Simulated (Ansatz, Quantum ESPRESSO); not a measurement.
# HfPbO3 (Pm-3m): third-order response

Aim: Raman and infrared lines of HfPbO3 (Pm-3m).

Main program and level: Quantum ESPRESSO 8.0 development, patched; DFT LDA, scalar-relativistic, plane waves, PseudoDojo norm-conserving pseudopotentials.

Most raw output is cut from this account.

## 1. Starting point

Symmetry: Pm-3m, No. 221, cubic system. The conventional cell has a = 4.155 Å, b = 4.155 Å, c = 4.155 Å, α = 90.00°, β = 90.00°, γ = 90.00°. Nearest to Hf lie 6 O at 2.08 Å. Nearest to Pb lie 12 O at 2.94 Å. O has 2 Hf at 2.08 Å nearest. Farther neighbours and most contacts between anions are not listed.

## 2. A probe with smearing

Before anything dear is run, a loose run with smearing shows whether this is a metal and how far the cell is from rest.

File probe.in:

```
&CONTROL
  calculation = 'scf'
  prefix      = 'x'
  outdir      = './tmp'
  pseudo_dir  = './pseudo'
  tprnfor     = .true.
  tstress     = .true.
  verbosity   = 'high'
/
&SYSTEM
  ibrav       = 1
  celldm(1)   = 7.85272101
  nat         = 5
  ntyp        = 3
  ecutwfc     = 84.0
  occupations = 'smearing'
  smearing    = 'gaussian'
  degauss     = 0.01
/
&ELECTRONS
  conv_thr         = 1.0d-07
  mixing_beta      = 0.7
  electron_maxstep = 100
/
ATOMIC_SPECIES
 Hf    178.4900  Hf.upf
 Pb    207.2000  Pb.upf
 O      15.9990  O.upf
ATOMIC_POSITIONS crystal
 Hf     0.500000000   0.500000000   0.500000000
 Pb     0.000000000   0.000000000   0.000000000
 O      0.000000000   0.500000000   0.500000000
 O      0.500000000   0.000000000   0.500000000
 O      0.500000000   0.500000000   0.000000000
K_POINTS automatic
 4 4 4 0 0 0
```

Command:

```bash
$ OMP_NUM_THREADS=1 mpirun -n 16 pw.x -nk 8 -in probe.in > probe.out
```

Run time: 6.9 s. Hardware: 16 MPI ranks of Arm Neoverse N1, shared host; 1.8 min of CPU time.

This step gave:

| Item | Value |
| --- | --- |
| volume per atom | 14.35 Å³ |
| pressure | -11.32 GPa |
| gap on the k-mesh | 2.303 eV |

A gap of 2.3 eV opens on this mesh, so the crystal is taken as an insulator; the start stands at -11 GPa.

## 3. Relaxing the cell and atoms

Frequencies change by per cents with a per cent of volume, so the structure is first brought to rest at this level of theory.

File relax.in:

```
&CONTROL
  calculation   = 'vc-relax'
  prefix        = 'x'
  outdir        = './tmp'
  pseudo_dir    = './pseudo'
  tprnfor       = .true.
  tstress       = .true.
  forc_conv_thr = 2.0d-05
  etot_conv_thr = 1.0d-07
  nstep         = 40
/
&SYSTEM
  ibrav       = 1
  celldm(1)   = 7.85272101
  nat         = 5
  ntyp        = 3
  ecutwfc     = 84.0
  occupations = 'fixed'
  nbnd        = 24
/
&ELECTRONS
  conv_thr         = 1.0d-11
  mixing_beta      = 0.7
  electron_maxstep = 100
/
&IONS
/
&CELL
  press_conv_thr = 0.2
/
ATOMIC_SPECIES
 Hf    178.4900  Hf.upf
 Pb    207.2000  Pb.upf
 O      15.9990  O.upf
ATOMIC_POSITIONS crystal
 Hf     0.500000000   0.500000000   0.500000000
 Pb     0.000000000   0.000000000   0.000000000
 O      0.000000000   0.500000000   0.500000000
 O      0.500000000   0.000000000   0.500000000
 O      0.500000000   0.500000000   0.000000000
K_POINTS automatic
 8 8 8 0 0 0
```

Command:

```bash
$ OMP_NUM_THREADS=1 mpirun -n 16 pw.x -nk 16 -in relax.in > relax.out
```

It took 2.2 min on 16 MPI ranks; 35 min of CPU time.

Step by step:

```
step  energy less that of the first step (eV)  largest force (eV/Å)  pressure (GPa)  volume (Å³)
   1                                   0.0000                0.0000          -11.37        71.76
   2                                  -0.1729                0.0000           -1.69        67.68
   3                                  -0.1760                0.0000            0.21        67.01
   4                                  -0.1761                0.0000            0.00        67.09
   5                                  -0.1761                0.0000            0.00        67.08
   6                                  -0.1754                0.0000           -0.03        67.08
```

```
conventional cell, symmetrised  before  after  change
                         a (Å)   4.155  4.063  -2.2 %
                         b (Å)   4.155  4.063  -2.2 %
                         c (Å)   4.155  4.063  -2.2 %
              volume (Å³/atom)   14.35  13.42  -6.5 %
```

The relaxed structure:

```xyz
5
Lattice="4.0633 0.0000 0.0000 0.0000 4.0633 0.0000 0.0000 0.0000 4.0633" Properties=species:S:1:pos:R:3 pbc="T T T"
Hf    2.0316    2.0316    2.0316
Pb    0.0000    0.0000    0.0000
O     0.0000    2.0316    2.0316
O     2.0316    0.0000    2.0316
O     2.0316    2.0316    0.0000
```

The last row of the table of steps is pw.x's closing run on a basis chosen anew for the final cell, so its energy can jump.

This step gave:

```yaml
volume_per_atom: 13.42 Å³
pressure: -0.02800 GPa
gap_on_the_k_mesh: 2.410 eV
```

The volume changes by -6.5 % from the cell with which this run began.

## 4. Ground state

Perturbation theory inherits every error of the wavefunctions, so the threshold is set near the limit of the arithmetic. With a gap, occupations are fixed, which also allows the response to an electric field.

File scf.in:

```
&CONTROL
  calculation = 'scf'
  prefix      = 'x'
  outdir      = './tmp'
  pseudo_dir  = './pseudo'
  tprnfor     = .true.
  tstress     = .true.
/
&SYSTEM
  ibrav       = 1
  celldm(1)   = 7.67842993
  nat         = 5
  ntyp        = 3
  ecutwfc     = 84.0
  occupations = 'fixed'
  nbnd        = 24
/
&ELECTRONS
  conv_thr         = 1.0d-12
  mixing_beta      = 0.7
  electron_maxstep = 100
/
ATOMIC_SPECIES
 Hf    178.4900  Hf.upf
 Pb    207.2000  Pb.upf
 O      15.9990  O.upf
ATOMIC_POSITIONS crystal
 Hf     0.500000000   0.500000000   0.500000000
 Pb     0.000000000   0.000000000   0.000000000
 O      0.000000000   0.500000000   0.500000000
 O      0.500000000   0.000000000   0.500000000
 O      0.500000000   0.500000000   0.000000000
K_POINTS automatic
 8 8 8 0 0 0
```

Command:

```bash
$ OMP_NUM_THREADS=1 mpirun -n 16 pw.x -nk 16 -in scf.in > scf.out
```

Run time: 30 s. Hardware: 16 MPI ranks.

This step gave:

```
pressure : -0.02700 GPa
```

The cell stands at -0.027 GPa, close enough for phonons.

## 5. Zone-centre response

At q = 0 one unit cell holds all displacements; symmetry groups them into irreducible representations that are solved one by one. The response to a field gives ε∞ and the Born charges, which polar modes need. Third-order response adds the Raman tensors.

File ph.in:

```
phonons
&INPUTPH
  prefix = 'x'
  outdir = './tmp'
  fildyn = 'g.dyn'
  tr2_ph = 1.0d-18
  epsil  = .true.
  lraman = .true.
  elop   = .true.
/
0.000000000000 0.000000000000 0.000000000000
```

Command:

```bash
$ OMP_NUM_THREADS=1 mpirun -n 16 ph.x -nk 16 -in ph.in > ph.out
```

It took 35 min on 16 MPI ranks.

Read from the output:

```
miss of the charge sum rule                                       : 0.001850 e
largest acoustic frequency at the zone centre before the sum rule : 1.45 cm⁻¹
highest optical zone-centre mode (no LO-TO term)                  : 596.4 cm⁻¹
lowest optical zone-centre mode                                   : -119.3 cm⁻¹
mean high-frequency dielectric constant                           : 6.653
largest Born charge in size (third of the trace)                  : 5.697 e
```

Born charge (rows field, columns displacement), before the sum rule (e), principal values of the symmetric part by kind of site:

```
atom  atoms with these values    low  middle   high   mean
 Hf1                        1   5.70    5.70   5.70   5.70
 Pb2                        1   3.92    3.92   3.92   3.92
  O3                        3  -4.59   -2.51  -2.51  -3.21
```

In full for O3:

```
-4.59  0.00  0.00
 0.00 -2.51  0.00
 0.00  0.00 -2.51
```

High-frequency dielectric tensor:

```
6.65 0.00 0.00
0.00 6.65 0.00
0.00 0.00 6.65
```

The acoustic modes at Γ come out as far as 1.4 cm⁻¹ from zero, where they should vanish, a small numerical error; the Born charges miss their sum rule by 0.0019 e, which is good. The lowest optical mode is imaginary, 119i cm⁻¹, an instability at this level and on this k mesh.

## 6. Modes with the sum rule

A rigid shift of the crystal must cost nothing, but grids and finite bases break this; the acoustic sum rule is imposed before the matrix is diagonalised again. With Born charges the intensities follow; a static dielectric tensor has no meaning with imaginary modes.

File dynmat.in:

```
&INPUT
  fildyn = 'g.dyn'
  asr    = 'simple'
  fileig = 'dynmat.eig'
  lperm  = .true.
/
```

Command:

```bash
$ dynmat.x -in dynmat.in > dynmat.out
```

Wall time 0.52 s (1 thread).

Numbers from this step:

* highest optical zone-centre mode (no LO-TO term): 596.5 cm⁻¹
* lowest optical zone-centre mode: -119.4 cm⁻¹

Unit eigenvectors of the mass-weighted matrix after the sum rule; no LO-TO term. Modes at Γ, with each element's share of the kinetic energy (negative means imaginary):

```
mode  frequency (cm⁻¹)  Hf %  Pb %  O %
   1            -119.4     5    33   62
   2            -119.4     5    33   62
   3            -119.4     5    33   62
   4               0.0    41    48   11
   5               0.0    41    48   11
   6               0.0    41    48   11
   7             109.9     0     0  100
   8             109.9     0     0  100
   9             109.9     0     0  100
  10             144.1    51    20   29
  11             144.1    51    20   29
  12             144.1    51    20   29
  13             596.4     3     0   97
  14             596.4     3     0   97
  15             596.4     3     0   97
```

Displacements in mode 3 (-119.4 cm⁻¹), the largest set to 1:
```
Hf1  0.02 -0.13 -0.07
Pb2 -0.04  0.30  0.15
O3   0.05 -1.00 -0.52
O4   0.13 -0.43 -0.52
O5   0.13 -1.00 -0.22
```

Displacements in mode 9 (109.9 cm⁻¹), the largest set to 1:
```
Hf1  0.00  0.00  0.00
Pb2  0.00  0.00  0.00
O3   0.00  1.00  0.23
O4  -0.10  0.00 -0.23
O5   0.10 -1.00  0.00
```

Degenerate modes summed, no LO-TO term; imaginary modes left out. Infrared lines, with heights relative to the strongest:

```
position (cm⁻¹)  lines merged  IR intensity, relative
            110             3                     0.0
            144             3                      56
            596             3                     100
```

The rule moves no optical mode by more than 0.2 cm⁻¹.

## 7. Sum rules set otherwise (asr no)

Without the rule the raw error of the acoustic modes shows.

File dynmat.in:

```
&INPUT
  fildyn = 'g.dyn'
  asr    = 'no'
  fileig = 'dynmat.eig'
  lperm  = .true.
/
```

Command:

```bash
$ dynmat.x -in dynmat.in > dynmat.out
```

It took 0.47 s on 1 thread.

Numbers from this step:

- highest optical zone-centre mode (no LO-TO term): 596.4 cm⁻¹
- lowest optical zone-centre mode: -119.3 cm⁻¹

Zone-centre frequencies as printed; negative means imaginary. Modes:

```
mode  frequency (cm⁻¹)
   1            -119.3
   2            -119.3
   3            -119.3
   4              1.45
   5              1.45
   6              1.45
   7             110.1
   8             110.1
   9             110.1
  10             144.2
  11             144.2
  12             144.2
  13             596.4
  14             596.4
  15             596.4
```

Against the first rule no mode moves by more than 1.5 cm⁻¹.

## 8. Sum rules set otherwise (asr crystal)

The rule can be imposed in more than one way; the choices should agree where the raw error is small.

File dynmat.in:

```
&INPUT
  fildyn = 'g.dyn'
  asr    = 'crystal'
  fileig = 'dynmat.eig'
  lperm  = .true.
/
```

Command:

```bash
$ dynmat.x -in dynmat.in > dynmat.out
```

Elapsed: 0.47 s, on 1 thread.

Read from the output:

| Property | Result |
| --- | --- |
| lowest optical zone-centre mode | -119.4 cm⁻¹ |

Zone-centre frequencies as printed; negative means imaginary. Modes:

```
mode  frequency (cm⁻¹)
   1            -119.4
   2            -119.4
   3            -119.4
   4                 0
   5                 0
   6                 0
   7             110.1
   8             110.1
   9             110.1
  10             144.2
  11             144.2
  12             144.2
  13             596.4
  14             596.4
  15             596.4
```

Against the first rule no mode moves by more than 0.2 cm⁻¹.

## 9. Modes along a direction of q (1 0 0)

A longitudinal polar mode sets up a macroscopic field that stiffens it; the term hangs on the direction from which q goes to zero.

File dynmat.in:

```
&INPUT
  fildyn = 'g.dyn'
  asr    = 'simple'
  fileig = 'dynmat.eig'
  q(1)   = 1.0
  q(2)   = 0.0
  q(3)   = 0.0
/
```

Command:

```bash
$ dynmat.x -in dynmat.in > dynmat.out
```

Elapsed: 0.47 s, on 1 thread.

Numbers from this step:

```
highest mode moved by the LO-TO term : 707.0 cm⁻¹
```

Zone-centre frequencies as printed; negative means imaginary. Modes:

```
mode  frequency (cm⁻¹)
   1            -119.4
   2            -119.4
   3                 0
   4                 0
   5                 0
   6             82.81
   7             109.9
   8             109.9
   9             109.9
  10             144.1
  11             144.1
  12             340.5
  13             596.5
  14             596.5
  15               707
```

The field moves 3 modes; the highest of them now lies at 707 cm⁻¹, where the highest that moved away lay at 596.

## 10. Cross-check with Ansatz

The same cell goes through another code at the same cutoff. The files are of one family, but Ansatz's library holds files of its own making for some heavy elements, so those for Pb may differ. Its k mesh is centred on Γ.

This step: DFT LDA, scalar-relativistic, plane waves, norm-conserving pseudopotentials of its library (PseudoDojo's, some remade) (Ansatz 0.2.0).

File input.yaml:

```yaml
crystal:
  lattice:
    - [4.0632501345, 0.0, 0.0]
    - [0.0, 4.0632501345, 0.0]
    - [0.0, 0.0, 4.0632501345]
  atoms:
    - { symbol: Hf, position: [0.5, 0.5, 0.5] }
    - { symbol: Pb, position: [0.0, 0.0, 0.0] }
    - { symbol: O, position: [0.0, 0.5, 0.5] }
    - { symbol: O, position: [0.5, 0.0, 0.5] }
    - { symbol: O, position: [0.5, 0.5, 0.0] }
kpoints:
  mp_grid: { grid: [8, 8, 8] }
hamiltonian:
  xc: lda
  pseudopotentials: { kind: nc, accuracy: standard }
scf:
  occupations: { method: fixed }
output:
  eigenvalues: true
basis:
  ecutwfc: 1142.878
phonons:
  method: dfpt
  dielectric: true
  rigid_motions: translations
  raman: true
```

Command:

```bash
$ ansatz run input.yaml --threads 16 --pin off --max-ram 32768MiB --backend cpu --events-out ev --progress --plain --runs-dir out
```

The job ended after 3.3 min (16 threads; peak memory 5.4 GiB; 49 min of CPU time).

Read from the output:

| Quantity | Value |
| --- | --- |
| sum-rule residual before enforcement | 8.49e-5 eV/Å² |
| miss of the charge sum rule | 6.54e-5 e |
| estimated error of the dielectric tensor | 0.01960 |
| estimated error of the Born charges | 0.02043 e |
| highest optical zone-centre mode (no LO-TO term) | 596.5 cm⁻¹ |
| mean high-frequency dielectric constant | 6.645 |
| highest mode moved by the LO-TO term | 707.2 cm⁻¹ |

Transverse modes; imaginary modes left out. Lines of the infrared spectrum (strongest = 100):

```
position (cm⁻¹)  label  IR intensity ((D/Å)²/amu), degenerate modes summed, relative
            110    T2u                                                           0.0
            144    T1u                                                            56
            596    T1u                                                           100
```

The log warns that the force constants on this k mesh are to be taken as unconverged.

## 11. The two compared: QE PseudoDojo and Ansatz, library NC

Numbers from this step:

| Quantity | Value |
| --- | --- |
| root-mean-square difference | 0.12 cm⁻¹ |
| largest difference | 0.23 cm⁻¹ |

The 12 of 12 modes that differ most. Frequencies side by side:

```
q (reciprocal lattice)  mode  QE PseudoDojo (cm⁻¹)  Ansatz, library NC (cm⁻¹)
                 0 0 0     1                -119.4                     -119.4
                 0 0 0     2                -119.4                     -119.4
                 0 0 0     3                -119.4                     -119.4
                 0 0 0     7                 109.9                      110.2
                 0 0 0     8                 109.9                      110.2
                 0 0 0     9                 109.9                      110.2
                 0 0 0    10                 144.1                      144.2
                 0 0 0    11                 144.1                      144.2
                 0 0 0    12                 144.1                      144.2
                 0 0 0    13                 596.5                      596.5
                 0 0 0    14                 596.5                      596.5
                 0 0 0    15                 596.5                      596.5
```

The two runs side by side. Further quantities:

```
                                                                               quantity  QE PseudoDojo  Ansatz, library NC
                                                                                mean ε∞          6.653               6.645
largest Born charge in size (e; the first before, the second after the charge sum rule)          5.697               5.697
                                                       summed IR intensity ((D/Å)²/amu)          163.5               163.5
```

At the zone centre the largest difference (acoustic modes at Γ apart) is 0.04 % of the highest mode.

## 12. Summary of results

| Quantity | Value |
| --- | --- |
| space group after relaxation | Pm-3m |
| volume per atom | 13.4 Å³ |
| gap on the k-mesh | 2.41 eV |
| highest optical zone-centre mode (no LO-TO term) | 596.5 cm⁻¹ |
| lowest optical zone-centre mode | -119.4 cm⁻¹ |
| highest mode moved by the LO-TO term | 707.0 cm⁻¹ |
| mean high-frequency dielectric constant | 6.65 |
| largest Born charge in size (third of the trace) | 5.70 e |
| imaginary optical modes at the zone centre (no q mesh in this session) | yes |
| largest difference from Ansatz, library NC | 0.23 cm⁻¹ |

**Reading.** No mode is Raman active in this structure; the strongest infrared line lies at 596 cm⁻¹. At the LDA level the optical modes of HfPbO3 (Pm-3m) at the zone centre (no LO-TO term) run from 119i to 596 cm⁻¹, so the structure is a saddle point, with 3 modes beyond 10i cm⁻¹ there. Along the directions run, the highest mode that the macroscopic field moves lies at 707 cm⁻¹. Of the 12 optical modes, 9 are infrared active alone and 3 are silent. QE PseudoDojo and Ansatz, library NC agree to 0.23 cm⁻¹ (0.04 % of the highest mode compared) on all solved modes but the acoustic ones at Γ, without the LO-TO term. These are harmonic frequencies at zero temperature: anharmonic shifts and linewidths and thermal expansion are left out. Spin-orbit coupling is left out, which can matter for the heavy elements here. Ansatz's log warns that force constants on this k mesh are to be taken as unconverged, an error that the frequencies of both programs share. The build is a development version in which the Raman tensors of release 7.5 are mended; dynmat.x leaves out the electro-optic term of LO lines. The structure comes from a database and need not be the phase that is stable at ambient conditions.

[Host names and launcher messages were left out of these logs when they were recorded.]

[Logs are printed without paths, hosts, clocks, repeated set-up lines and the standing remarks that a program may print on its own settings, such as how far it seeks lower states.]

[Hosts, paths, dates, database ids (printed as entryN), source tags and the programs' standing remarks are cut or masked in the printed files.]
